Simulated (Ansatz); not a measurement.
# Squeezing and shearing KH6C3NO5 (P2_1/c) (64 atoms): runs compared

Aim: relax KH6C3NO5 (P2_1/c) (64 atoms), then change its volume and shape to read moduli from the stress.

Computed with Ansatz 0.2.0: Kohn-Sham DFT, LDA, PAW (set soft_2), plane waves.

**1. The cell as built**

The cell holds 64 atoms: 4 K, 24 H, 12 C, 4 N and 20 O. Its edges and angles: a = 7.457 Å, b = 13.002 Å, c = 6.816 Å, α = 90.0°, β = 105.4°, γ = 90.0°. It derives from KH6C3NO5 (P2_1/c), repeated 1×1×1. KH6C3NO5, space group P2_1/c, structure from the Crystallography Open Database, 1 x 1 x 1 conventional cells; every coordinate displaced by a Gaussian of 0.01 Å; bonds to H set to neutron lengths (C-H 1.089, N-H 1.015, O-H 0.983, B-H 1.19 Å) where the listed ones are shorter.

**2. The reference run**

The reference is a single point at the end of the relaxation.

Every strained cell starts from the geometry of this run, and its atoms are relaxed with the cell held.

Its input, with most atom lines left out:

```yaml
crystal:
  lattice:
    - [7.31163, -0.00022, -0.01876]
    - [-0.00039, 12.54974, -5.0e-05]
    - [-1.7924, 3.0e-05, 6.34244]
  atoms:
    - { symbol: K, position: [0.49157, 0.63571, 0.09669] }
    - { symbol: K, position: [0.50816, 0.13568, 0.40335] }
    - { symbol: K, position: [0.5081, 0.36456, 0.90333] }
    - { symbol: K, position: [0.49157, 0.86459, 0.59668] }
    - { symbol: H, position: [0.96735, 0.72951, 0.94178] }
    - { symbol: H, position: [0.03227, 0.22962, 0.55852] }
    - { symbol: H, position: [0.03241, 0.27083, 0.05802] }
    [... atom lines 8 to 64 left out ...]
kpoints:
  mp_grid: { grid: [2, 1, 2] }
hamiltonian:
  xc: lda
scf:
  occupations: { method: fixed }
output:
  forces: true
  stress: true
  populations: intrinsic
  dos:
    method: { smearing: { sigma: 0.08 } }
    de: 0.1
    projected: { site_lists: { C: [C], H: [H], K: [K], "N": ["N"], O: [O] } }
  eigenvalues: true
  write_density: true
  write_potential: true
  volumetric_format: npy
  elf: true
```

| Item | Value |
| --- | --- |
| free energy per atom | -341.8807 eV/atom |
| r.m.s. force component | 0.00507 eV/Å |
| pressure | 0.005386 GPa |

Filled and empty levels are parted by 4.12 eV on the run's k-points; the mesh holds the band edges only if they fold onto it, so the gap at this level can be narrower or closed, while local or semilocal functionals tend to narrow gaps against experiment.

**3. The runs**

Each row is one run, on 4 threads of Arm Neoverse V2, shared host. The free energy is the program's total, comparable only between runs with the same functional, potentials and atoms.

```
                                 run  atoms    outcome  ionic steps, all passes  free energy (eV)     time  host memory (GiB)
           Single point at the start     64  converged                        -        -21879.215    6.9 s                2.1
              Cell and atoms relaxed     64  converged                       17        -21880.362  1.7 min                2.1
Single point at the relaxed geometry     64  converged                        -        -21880.362     14 s                2.0
                         Volume -3 %     64  converged                        6        -21880.308     45 s                2.0
                         Volume +3 %     64  converged                        6        -21880.315     47 s                2.1
                         Volume -6 %     64  converged                        6        -21880.130     49 s                2.0
                         Volume +6 %     64  converged                        6        -21880.181     50 s                2.2
                        Volume -10 %     64  converged                        6        -21879.632     49 s                1.9
            Stretched by 1 % along x     64  converged                        6        -21880.345     48 s                2.1
           Compressed by 1 % along x     64  converged                        6        -21880.344     46 s                2.1
                Sheared by 2 % in xy     64  converged                        5        -21880.351     41 s                2.1
```

In some runs the program notes that the SCF threshold is loose for the stress.

**4. Pressure against volume**

Atoms are relaxed at each volume, in the scaled cell.

```
volume change (%)  volume (Å³/atom)  energy change (meV/atom)  pressure (GPa)  largest move on relaxing (Å)  bonds  gap (eV)
              -10             8.178                     11.40            4.58                          0.16     84                3.93
               -6             8.542                      3.64            2.36                          0.10     84                4.01
               -3             8.814                      0.84            1.03                          0.05     84                4.06
               +0             9.087                      0.00            0.01                             -     84                4.12
               +3             9.359                      0.74           -0.86                          0.05     84                4.16
               +6             9.632                      2.83           -1.55                          0.10     84                4.20
```

**5. Uniaxial strain and shear**

Stress (GPa, compression positive) less that of the relaxed cell, atoms relaxed:

```
                   strain      xx      yy      zz      xy  energy change (meV/atom)
 stretched by 1 % along x  -0.839  -0.218  -0.195   0.000                      0.28
compressed by 1 % along x   0.841   0.208   0.152   0.000                      0.28
     sheared by 2 % in xy   0.000  -0.019  -0.018  -0.216                      0.18
```

**6. What came out**

The bulk modulus, from the slope of pressure against ln V over the three points nearest the relaxed volume, is 31.6 GPa; a quadratic over all points gives a pressure derivative of about 6.8. The gap goes from 3.93 eV at the smallest volume to 4.20 eV at the largest, +1.6 eV per unit of ln V by a straight line, on the run's k-points. In the Cartesian axes of the cell, finite differences give C11 = 84.0, C12 = 21.3, C13 = 17.3 and C66 = 10.8 GPa (the shear of 2 % is the engineering strain, εxy = 0.01).

**Limits.** Strains are finite and relaxations stop at the force tolerance of the input, which can leave moduli too stiff; they are those of a static cell at zero temperature. Volumes are changed with the cell's shape held, so in an anisotropic solid the modulus lies over the one under free hydrostatic load. The program notes that the SCF threshold of the relaxations is loose for the stress. The reference functional has no dispersion term, which matters for the binding between molecules or layers, where LDA binds through overlap of densities alone.

The DFT runs together took 8.3 min of wall time.

[Logs are printed without paths, hosts, clocks, repeated set-up lines and the standing remarks that a program may print on its own settings, such as how far it seeks lower states.]

[Hosts, paths, dates, database ids (printed as entryN), source tags and the programs' standing remarks are cut or masked in the printed files.]
